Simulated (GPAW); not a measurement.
# Optical response of TaN

Aim: the dielectric function of TaN, and the optical constants that follow from it.

Main program and level: GPAW 26.7.0; DFT, PBE, plane-wave PAW (GPAW data sets), scalar-relativistic, RPA, optical limit.

**1. Starting point**

The structure is cubic, space group Fm-3m (No. 225). Conventional cell: a = 4.358 Å, b = 4.358 Å, c = 4.358 Å, α = 90.00°, β = 90.00°, γ = 90.00°. Nearest to Ta lie 6 N at 2.18 Å. Nearest to N lie 6 Ta at 2.18 Å. Farther neighbours and most contacts between anions are not listed.

**2. Ground state**

The self-consistent density comes first; it also tells whether there is a gap, which decides the occupations and the need for a Drude term.

This step: DFT, PBE, plane-wave PAW (GPAW data sets), scalar-relativistic, ground state (GPAW 26.7.0).

gs.py reads:

```python
from ase import Atoms
from ase.dft.bandgap import bandgap
from gpaw import GPAW, PW, FermiDirac

atoms = Atoms(['Ta', 'N'],
              cell=[[0.000000000000, 2.179000000000, 2.179000000000],
                    [2.179000000000, 0.000000000000, 2.179000000000],
                    [2.179000000000, 2.179000000000, 0.000000000000]],
              scaled_positions=[[0.500000000000, 0.500000000000, 0.500000000000],
                                [0.000000000000, 0.000000000000, 0.000000000000]],
              pbc=[True, True, True])
atoms.calc = GPAW(mode=PW(500), xc='PBE', kpts={'size': (9, 9, 9), 'gamma': True},
                  occupations=FermiDirac(0.05), maxiter=150, txt='gs.txt')
print('energy (eV)', atoms.get_potential_energy())
print('Fermi level (eV)', atoms.calc.get_fermi_level())
print('valence electrons', atoms.calc.get_number_of_electrons())
print('gap (eV)', bandgap(atoms.calc, output=None)[0])
print('direct gap (eV)', bandgap(atoms.calc, direct=True, output=None)[0])
atoms.calc.write('gs.gpw')
```

Run with:

```sh
$ OMP_NUM_THREADS=1 python gs.py
```

Numbers of over 12 decimals in the logs are rounded to 6 here.

Log:

```text
__  _  _
 | _ |_)|_||  |
 |__||  | ||/\| - 26.7.0

Versions:
  Python: 3.12.14
  ASE:    3.29.0
  Numpy:  2.5.5
  Scipy:  1.18.1
  Libxc:  7.0.0

Input parameters:
  mode=PW(ecut=500.0),
  kpts=MonkhorstPack(size=(9, 9, 9), gamma=True),
  maxiter=150,
  occupations=Occupations(name='fermi-dirac', width=0.05, fixmagmom=False),
  xc=XC(name='PBE')

Diagonalizing LCAO Hamiltonian
Converting LCAO to pw mode

              Ta

       N

Atoms  # Å, Bohr magnetons
|   | symbol |        x |        y |        z |    initial magnetic moments |
| 0 |     Ta | 2.179000 | 2.179000 | 2.179000 | ( 0.0000,  0.0000,  0.0000) |
| 1 |      N | 0.000000 | 0.000000 | 0.000000 | ( 0.0000,  0.0000,  0.0000) |

Unit cell  # Å
| periodic |        x |        y |        z |  lengths |    angles |
|      yes | 0.000000 | 2.179000 | 2.179000 | 3.081571 | 60.000000 |
|      yes | 2.179000 | 0.000000 | 2.179000 | 3.081571 | 60.000000 |
|      yes | 2.179000 | 2.179000 | 0.000000 | 3.081571 | 60.000000 |

Number of symmetries: 48
Symmetry operations  # r_c * U_cc + t_c -> r_c
|    | kind |            matrix            |
|  0 |  σ   |  1, 0, 0,  1, 0,-1,  1,-1, 0 |
|  1 |  C2  |  1, 0, 0,  1,-1, 0,  1, 0,-1 |
|  2 |  E   |  1, 0, 0,  0, 1, 0,  0, 0, 1 |
|  3 |  σ   |  1, 0, 0,  0, 0, 1,  0, 1, 0 |
|  4 |  C4  |  1, 0,-1,  1, 0, 0,  1,-1, 0 |
|  5 |  S6  |  1, 0,-1,  1,-1, 0,  1, 0, 0 |
|  6 |  σ   |  1, 0,-1,  0, 1,-1,  0, 0,-1 |
|  7 |  C3  |  1, 0,-1,  0, 0,-1,  0, 1,-1 |
|  8 |  S6  |  1,-1, 0,  1, 0, 0,  1, 0,-1 |
|  9 |  C4  |  1,-1, 0,  1, 0,-1,  1, 0, 0 |
| 10 |  C3  |  1,-1, 0,  0,-1, 1,  0,-1, 0 |
| 11 |  σ   |  1,-1, 0,  0,-1, 0,  0,-1, 1 |
| 12 |  σ   |  0, 1, 0,  1, 0, 0,  0, 0, 1 |
| 13 |  C4  |  0, 1, 0,  0, 1,-1, -1, 1, 0 |
| 14 |  C3  |  0, 1, 0,  0, 0, 1,  1, 0, 0 |
| 15 |  S6  |  0, 1, 0, -1, 1, 0,  0, 1,-1 |
| 16 |  C2  |  0, 1,-1,  1, 0,-1,  0, 0,-1 |
| 17 |  σ   |  0, 1,-1,  0, 1, 0, -1, 1, 0 |
| 18 |  S4  |  0, 1,-1,  0, 0,-1,  1, 0,-1 |
| 19 |  C4  |  0, 1,-1, -1, 1, 0,  0, 1, 0 |
| 20 |  C3  |  0, 0, 1,  1, 0, 0,  0, 1, 0 |
| 21 |  σ   |  0, 0, 1,  0, 1, 0,  1, 0, 0 |
| 22 |  S6  |  0, 0, 1,  0,-1, 1, -1, 0, 1 |
| 23 |  C4  |  0, 0, 1, -1, 0, 1,  0,-1, 1 |
| 24 |  S4  |  0, 0,-1,  1, 0,-1,  0, 1,-1 |
| 25 |  C3  |  0, 0,-1,  0, 1,-1,  1, 0,-1 |
| 26 |  C2  |  0, 0,-1,  0,-1, 0, -1, 0, 0 |
| 27 |  S6  |  0, 0,-1, -1, 0, 0,  0,-1, 0 |
| 28 |  S4  |  0,-1, 1,  1,-1, 0,  0,-1, 0 |
| 29 |  C4  |  0,-1, 1,  0, 0, 1, -1, 0, 1 |
| 30 |  C2  |  0,-1, 1,  0,-1, 0,  1,-1, 0 |
| 31 |  σ   |  0,-1, 1, -1, 0, 1,  0, 0, 1 |
| 32 |  C3  |  0,-1, 0,  1,-1, 0,  0,-1, 1 |
| 33 |  S6  |  0,-1, 0,  0, 0,-1, -1, 0, 0 |
| 34 |  S4  |  0,-1, 0,  0,-1, 1,  1,-1, 0 |
| 35 |  C2  |  0,-1, 0, -1, 0, 0,  0, 0,-1 |
| 36 |  C2  | -1, 1, 0,  0, 1, 0,  0, 1,-1 |
| 37 |  S6  | -1, 1, 0,  0, 1,-1,  0, 1, 0 |
| 38 |  S4  | -1, 1, 0, -1, 0, 1, -1, 0, 0 |
| 39 |  C3  | -1, 1, 0, -1, 0, 0, -1, 0, 1 |
| 40 |  S6  | -1, 0, 1,  0, 0, 1,  0,-1, 1 |
| 41 |  C2  | -1, 0, 1,  0,-1, 1,  0, 0, 1 |
| 42 |  C3  | -1, 0, 1, -1, 1, 0, -1, 0, 0 |
| 43 |  S4  | -1, 0, 1, -1, 0, 0, -1, 1, 0 |
| 44 |  C2  | -1, 0, 0,  0, 0,-1,  0,-1, 0 |
| 45 |  i   | -1, 0, 0,  0,-1, 0,  0, 0,-1 |
| 46 |  σ   | -1, 0, 0, -1, 1, 0, -1, 0, 1 |
| 47 |  C2  | -1, 0, 0, -1, 0, 1, -1, 1, 0 |

BZ-sampling:
  Number of BZ points: 729
  Number of IBZ points: 35

  Monkhorst-Pack size: [9, 9, 9]
  Monkhorst-Pack shift: [0, 0, 0]

K-points  # in reciprocal-cell coordinates
|     |                                coordinates |     weight |
|   0 | (  0.00000000,   0.00000000,   0.00000000) | 0.00137174 |
|   1 | (  0.11111111,   0.11111111,   0.00000000) | 0.00823045 |
|   2 | (  0.11111111,   0.11111111,   0.11111111) | 0.01097394 |
|   3 | (  0.22222222,   0.11111111,   0.11111111) | 0.01646091 |
|   4 | (  0.22222222,   0.22222222,   0.00000000) | 0.00823045 |
|   5 | (  0.22222222,   0.22222222,   0.11111111) | 0.03292181 |
|   6 | (  0.22222222,   0.22222222,   0.22222222) | 0.01097394 |
|   7 | (  0.33333333,   0.22222222,   0.11111111) | 0.03292181 |
|   8 | (  0.33333333,   0.22222222,   0.22222222) | 0.03292181 |
|   9 | (  0.33333333,   0.33333333,  -0.33333333) | 0.01646091 |
| ... |                                            |            |
|  34 | (  0.44444444,   0.44444444,   0.44444444) | 0.01097394 |

Plane wave coefficients: 534
Cutoff: 500.0 eV

Spin-components: 1 (collinear spins)
Bands:           15
Projectors:      11
Spin-degeneracy: 2
Datatype:        complex128

Parallelization:
  kpt:    1
  domain: 1
  band:   1

Density:
  Valence electrons: 18.0
  Components: 1
  Grid points: [16 16 16]
  Charge: 0.0  # |e|

Potential:
  Grid points: [16 16 16]

species:
  Ta:
    name:    Tantalum
    id:
    Z:       73.0
    valence: 13
    core:    60
    charge:  0.0  # [|e|]
    compensation charges:
      type: gauss
      rc: 0.42  # [Å]
      lmax: 2
    cutoffs:
      filter: 2.36  # [Å]
      core: 3.45  # [Å]
    projectors
    | kind |    occ | energy [eV] | rcut [Å] |
    |   5s |  2.000 |     -72.790 |    1.365 |
    |   6s |  2.000 |      -5.429 |    1.365 |
    |   5p |  6.000 |     -39.427 |    1.349 |
    |   6p |  0.000 |      -1.396 |    1.349 |
    |   5d |  3.000 |      -3.603 |    1.307 |
    |    d |        |      23.609 |    1.307 |

    Using partial waves for Ta as LCAO basis

  N:
    name:    Nitrogen
    id:
    Z:       7.0
    valence: 5
    core:    2
    charge:  0.0  # [|e|]
    compensation charges:
      type: gauss
      rc: 0.18  # [Å]
      lmax: 2
    cutoffs:
      filter: 1.11  # [Å]
      core: 0.96  # [Å]
    projectors
    | kind |    occ | energy [eV] | rcut [Å] |
    |   2s |  2.000 |     -18.583 |    0.603 |
    |   2p |  3.000 |      -7.089 |    0.529 |
    |    s |        |       8.629 |    0.603 |
    |    p |        |      20.123 |    0.529 |
    |    d |        |       0.000 |    0.577 |

    Using partial waves for N as LCAO basis

Reference energy: -425654.162905  # eV

eigensolver:
  PPCG
  Converge bands: occupied
  niter=2

density mixing:
  MSR1-Mixer
  Pratt-step length: 0.05
  Maximum mixing coefficient: 0.75
  Old densities: 10
  SVD Regularization: 0.005
  Good broyden scale: 1.0
  Trust region scale: 1.0
  Backstep threshold: 4.0
  History deletion threshold: 6.0
  Fourier metric: weight=20.0, sigma=0.015

occupation numbers:
  Fermi-Dirac:
    width: 0.0500  # eV

poisson solver:
  ecut: 4000.0  # eV

xc functional:
  name: PBE with 2 nearest neighbor stencil

convergence criteria:
- Maximum [total energy] change in last 3 cyles: 0.0005 eV / valence electron
- Maximum integral of absolute [dens]ity change: 0.0001 electrons / valence electron
- Maximum integral of absolute [eigenst]ate change: 4e-08 eV^2 / valence electron
maximum number of iterations: 150

SCF iterations
|iter     |      energy | eigst |  dens |
|iter:   1||  -20.899002 | +0.32 |       |
|iter:   2||  -20.442023 | -2.00 | -0.96 |
|iter:   3||  -19.337732 | -0.93 | -1.03 |
|iter:   4||  -19.345728 | -2.85 | -1.74 |
|iter:   5||  -19.353080 | -3.11 | -1.95 |
|iter:   6||  -19.353045c| -4.74 | -3.01 |
|iter:   7||  -19.353057c| -6.69 | -3.59 |
|iter:   8||  -19.353058c| -7.24 | -4.15c|
|iter:   9||  -19.353058c| -9.09c| -5.38c|

Converged in 9 steps
SCF loop duration: 4.171 s (0.463 s/step)
Energy contributions relative to reference atoms: (reference = -425654.162905)

Energy contributions:
  Kinetic:          20.694560
  Coulomb:         -19.523865
  Zero:             -0.203051
  External:          0.000000
  Xc:              -20.317048
  Entropy:          -0.007309
  Spinorbit:         0.000000
  ----------------------------
  Free energy:     -19.356713
  Extrapolated:    -19.353058

dipole moment: (-10.842818, -10.842818, -10.842818)  # |e|*Ang

Fermi level: 15.933
Eigenvalues  # (at kpt = [0.000, 0.000, 0.000])
| band index |      eig [eV] | occ [0-2] |
|          0 |       -53.257 |     2.000 |
|        ... |               |           |
|          3 |       -19.695 |     2.000 |
|          4 |        -3.079 |     2.000 |
|          5 |        12.144 |     2.000 |
|          6 |        12.144 |     2.000 |
|          7 |        12.145 |     2.000 |
|          8 |        13.878 |     2.000 |
|          9 |        13.878 |     2.000 |
|         10 |        13.878 |     2.000 |
|         11 |        16.125 |     0.042 |
|         12 |        16.125 |     0.042 |
|         13 |        17.756 |     0.000 |
|         14 |        40.597 |     0.000 |

No gap
No difference between direct/indirect transitions

--- standard output ---
energy (eV) -19.353058
Fermi level (eV) 15.932700
valence electrons 18.0
gap (eV) 0.0
direct gap (eV) 0.0
```

It took 6.2 s on 1 thread of Arm Neoverse V1, shared host; peak memory 0.13 GiB.

Numbers from this step:

| Item | Value |
| --- | --- |
| energy | -19.35 eV |
| Fermi energy | 15.93 eV |
| electrons | 18 |

There are states at the Fermi level within the smearing, so the occupations stay smeared and the carriers get a Drude term.

**3. Bands for the response**

The response needs many more empty bands than the density does.

This step: DFT, PBE, plane-wave PAW (GPAW data sets), scalar-relativistic, bands at fixed density (GPAW 26.7.0).

nscf.py reads:

```python
from ase.dft.bandgap import bandgap
from gpaw import GPAW, FermiDirac

calc = GPAW('gs.gpw').fixed_density(kpts={'size': (14, 14, 14), 'gamma': True}, nbands=28, convergence={'bands': 22},
                                    occupations=FermiDirac(0.05), txt='nscf.txt')
print('gap (eV)', bandgap(calc, output=None)[0])
print('direct gap (eV)', bandgap(calc, direct=True, output=None)[0])
print('top band over the Fermi level (eV)', min(calc.get_eigenvalues(kpt=k)[21] for k in range(len(calc.get_ibz_k_points()))) - calc.get_fermi_level())
calc.write('full.gpw', mode='all')
```

Run with:

```sh
$ OMP_NUM_THREADS=1 python nscf.py
```

Log:

```text
Diagonalizing LCAO Hamiltonian
Converting LCAO to pw mode
convergence criteria:
- Maximum integral of absolute [eigenst]ate change: 4e-08 eV^2 / valence electron
maximum number of iterations: 150

SCF iterations
|iter     |      energy | eigst |  dens |
|iter:   1||             | +2.70 |       |
|iter:   2||             | +0.60 |       |
|iter:   3||             | -1.26 |       |
|iter:   4||             | -3.10 |       |
|iter:   5||             | -4.98 |       |
|iter:   6||             | -6.75 |       |
|iter:   7||             | -7.97c|       |
SCF steps: 7
  __  _  _
 | _ |_)|_||  |
 |__||  | ||/\| - 26.7.0

Versions:
  Python: 3.12.14
  ASE:    3.29.0
  Numpy:  2.5.5
  Scipy:  1.18.1
  Libxc:  7.0.0

Input parameters:
  mode=PW(ecut=500.0),
  convergence={'bands': 22},
  gpts=array([16, 16, 16]),
  kpts=MonkhorstPack(size=(14, 14, 14), gamma=True),
  maxiter=150,
  nbands=28,
  occupations=Occupations(name='fermi-dirac', width=0.05, fixmagmom=False),
  parallel={},
  xc=XC(name='PBE')

--- standard output ---
gap (eV) 0.0
direct gap (eV) 0.0
top band over the Fermi level (eV) 27.349684
```

The job ended after 19 s (1 thread; peak memory 0.17 GiB).

**4. Dielectric function, RPA**

Local fields let the induced charge screen the field inside the cell, which as a rule lowers ε, most along directions where the density is uneven.

This step: DFT, PBE, plane-wave PAW (GPAW data sets), scalar-relativistic, RPA, optical limit (GPAW 26.7.0).

df.py reads:

```python
from gpaw.response.df import DielectricFunction

df = DielectricFunction('full.gpw', frequencies={'type': 'nonlinear', 'domega0': 0.03, 'omega2': 8},
                        ecut=60,
                        eta=0.2,
                        nbands=22,
                        rate=0.1,
                        txt='df.txt')
for direction in ['x']:
    df.get_dielectric_function(xc='RPA', direction=direction, filename=f'df_{direction}.csv')
```

Run with:

```sh
$ OMP_NUM_THREADS=1 python df.py
```

Log:

```text
Using integrator: PointIntegrator
NonLinearFrequencyDescriptor(from 0.000 to 101.651 eV, 542 points)
Nonperiodic BCs:  [False False False]
Using integrator: PointIntegrator
NonLinearFrequencyDescriptor(from 0.000 to 101.651 eV, 542 points)
Nonperiodic BCs:  [False False False]
Using integrator: PointIntegrator

Calculating chi0 body with:
    Ground state adapter containing:
    Number of spins: 1
    Number of kpoints: 2744
    Number of irreducible kpoints: 104
    Number of completely occupied states: 8
    Number of partially occupied states: 13

    Linear response parametrization:
    q_c: [0.0, 0.0, 0.0]
    Number of frequency points: 542
    Planewave cutoff: 60.0
    Number of bands: 22
    Number of planewaves: 15
    Broadening (eta): 0.2

Integrating chi0 body.

Symmetries of q_c:
    Direct symmetries (Uq -> q): 48
    Indirect symmetries (TUq -> q): 0
In total 48 allowed symmetries.

104 groups of equivalent kpoints. 96.209913% reduction.

Integral kind: spectral function

Calculating chi0 optical extensions with:
    Ground state adapter containing:
    Number of spins: 1
    Number of kpoints: 2744
    Number of irreducible kpoints: 104
    Number of completely occupied states: 8
    Number of partially occupied states: 13

    Linear response parametrization:
    Number of frequency points: 542
    Planewave cutoff: 60.0
    Number of bands: 22
    Number of planewaves: 15
    Broadening (eta): 0.2
Integrating chi0 head and wings.

Symmetries of q_c:
    Direct symmetries (Uq -> q): 48
    Indirect symmetries (TUq -> q): 0
In total 48 allowed symmetries.

104 groups of equivalent kpoints. 96.209913% reduction.

Integral kind: spectral function wings

Calculating drude chi0 with:
    Number of frequency points:542
    Plasma frequency decay rate: 0.1 eV

    Ground state adapter containing:
    Number of spins: 1
    Number of kpoints: 2744
    Number of irreducible kpoints: 104
    Number of completely occupied states: 8
    Number of partially occupied states: 13

Symmetries of q_c:
    Direct symmetries (Uq -> q): 48
    Indirect symmetries (TUq -> q): 0
In total 48 allowed symmetries.

104 groups of equivalent kpoints. 96.209913% reduction.

Integral kind: intraband
Plasma frequency:
[[9.82-0.j 0.  +0.j 0.  +0.j]
 [0.  +0.j 9.82-0.j 0.  +0.j]
 [0.  +0.j 0.  +0.j 9.82-0.j]]
```

Run time: 7.2 s. Hardware: 1 thread; peak memory 0.22 GiB.

Sum at mesh points, not converged in k. The Im ε, E ∥ x by photon energy; read off at these points:

photon energy (eV), Im ε, E ∥ x and a bar:
```
        1         41 ##############################
        2          9 ######
        3          3 ##
        4          3 ##
        5          4 ###
        6          5 ###
        7          7 ####
        8          6 ####
        9          6 ####
       10          7 ####
       11          6 ###
       12          5 ###
       13          3 #
       14          2 #
       15          1 
       16          1 
       17          1 
       18          1 
       19          1 
       20          1 
       21          1
```

Values under 1 per cm are given as 1; sum at mesh points, not converged in k. Absorption coefficient, E ∥ x against photon energy:

photon energy (eV), log10 absorption coefficient, E ∥ x (1/cm) and a bar from the least value:
```
     1.01        6.1 #############
     1.99        6.0 ############
     3.02        6.0 ##########
     3.98        5.9 ####
     4.98        5.8 
     6.02        5.9 ###
     6.99        6.0 ############
     8.03        6.1 ###############
     9.02        6.2 ####################
    10.03        6.3 ########################
    11.03        6.3 ##########################
    12.02        6.4 ##############################
    13.00        6.4 #############################
    14.04        6.3 ##########################
    14.96        6.3 ########################
    16.03        6.2 #####################
    16.96        6.2 ###################
    18.05        6.2 #####################
    18.97        6.2 #####################
    20.06        6.1 ################
    20.95        6.2 #####################
```

Sum at mesh points, not converged in k. The Im ε, E ∥ x by photon energy; read off at these points:

```csv
photon energy (eV),without local fields,with local fields
1,40.8,40.8
2,9.16,9.17
3,3.03,3.04
4,3.04,3.04
5,4.41,4.37
6,4.94,4.90
7,6.56,6.59
8,6.23,6.25
9,6.43,6.45
10,6.64,6.69
11,5.49,5.51
12,5.31,5.16
13,2.64,2.52
14,1.95,1.83
15,1.54,1.45
16,1.38,1.28
17,1.22,1.06
18,1.34,1.25
19,1.18,1.13
20,1.05,0.936
21,1.17,1.17
```

The loss function −Im 1/ε at q → 0, E ∥ x has structure finer than the step of the table below, so its rows give means over 0.5 eV, whole bins alone (the curve runs from 0.305 to 21.9 eV). Peaks (eV: height): 4.61: 0.326, 18.50: 0.933, 19.81: 1.10.

Sum at mesh points, not converged in k. The loss function −Im 1/ε at q → 0, E ∥ x by energy loss; means over each step:

```csv
energy loss (eV),"loss function −Im 1/ε at q → 0, E ∥ x"
1.0,0.00232
1.5,0.00497
2.0,0.00952
2.5,0.0154
3.0,0.0282
3.5,0.0852
4.0,0.204
4.5,0.309
5.0,0.214
5.5,0.199
6.0,0.157
6.5,0.130
7.0,0.141
7.5,0.142
8.0,0.147
8.5,0.133
9.0,0.152
9.5,0.155
10.0,0.151
10.5,0.158
11.0,0.168
11.5,0.168
12.0,0.149
12.5,0.145
13.0,0.166
13.5,0.228
14.0,0.276
14.5,0.323
15.0,0.387
15.5,0.481
16.0,0.586
16.5,0.640
17.0,0.813
17.5,0.774
18.0,0.737
18.5,0.879
19.0,0.850
19.5,1.05
20.0,1.04
20.5,0.821
21.0,0.845
21.5,0.854
```

Sum at mesh points, not converged in k. The reflectivity at normal incidence, E ∥ x by photon energy; read off at these points:

photon energy (eV), reflectivity at normal incidence, E ∥ x (%) and a bar from the least value:
```
      1.0       94.9 ##############################
      2.0       90.1 ############################
      3.0       85.4 ##########################
      4.0       49.9 #############
      5.0       23.2 ###
      6.0       23.5 ###
      7.0       30.6 ######
      8.0       29.4 #####
      9.0       34.7 #######
     10.0       37.6 ########
     11.0       39.4 #########
     12.0       47.4 ############
     13.0       56.3 ###############
     13.3       57.5 ################
     14.0       48.4 #############
     15.0       44.7 ###########
     16.0       33.5 #######
     17.0       27.6 #####
     18.0       26.3 ####
     19.0       25.5 ####
     20.0       15.1 
     21.0       18.8 #
```

Optical constants at common wavelengths, from n + ik = √ε:

```csv
wavelength (nm),n,k,R (%),1/α
1064,1.40,9.755,94.4,8.7 nm
800,1.03,7.207,92.6,8.8 nm
450,0.56,3.751,86.5,9.5 nm
405,0.47,3.127,84.4,10 nm
308,0.83,1.787,49.1,14 nm
248,1.75,1.245,23.2,16 nm
193,2.24,1.344,27.2,11 nm
```

In reflection the computed colour is near white: x = 0.316, y = 0.332, luminous reflectivity 89 %.

**5. Summary of results**

In words: At this level (PBE, RPA) TaN is a metal. The mesh is too coarse to trust the carriers' weight, the reflectivity or the colour to better than tens of per cent. In reflection the computed colour is near white: x = 0.316, y = 0.332, luminous reflectivity 89 %. The carriers' damping of 0.1 eV is typed, not computed; it shapes the response at the lowest energies. Spin-orbit coupling is left out although heavy atoms are present. In this version of GPAW the matrix elements of the optical limit are incomplete, which can lower ε − 1 by up to a tenth where first-row anions or d states rule, and shift it by more in d metals. GPAW's carrier term has the form −ωp²/(ω + i·rate)², which damps like twice the rate and fails at low energy, so the curves leave the lowest energies out. The sum runs over mesh points 0.18 Å⁻¹ apart with no interpolation, so peaks are partly noise of the mesh, and the Drude plasma energy, a sum over the Fermi surface, isn't converged.

[Machine, clock and banner lines and Python warnings are left out of the logs.]

[Logs are printed without paths, hosts, clocks, repeated set-up lines and the standing remarks that a program may print on its own settings, such as how far it seeks lower states.]

[Hosts, paths, dates, database ids (printed as entryN), source tags and the programs' standing remarks are cut or masked in the printed files.]
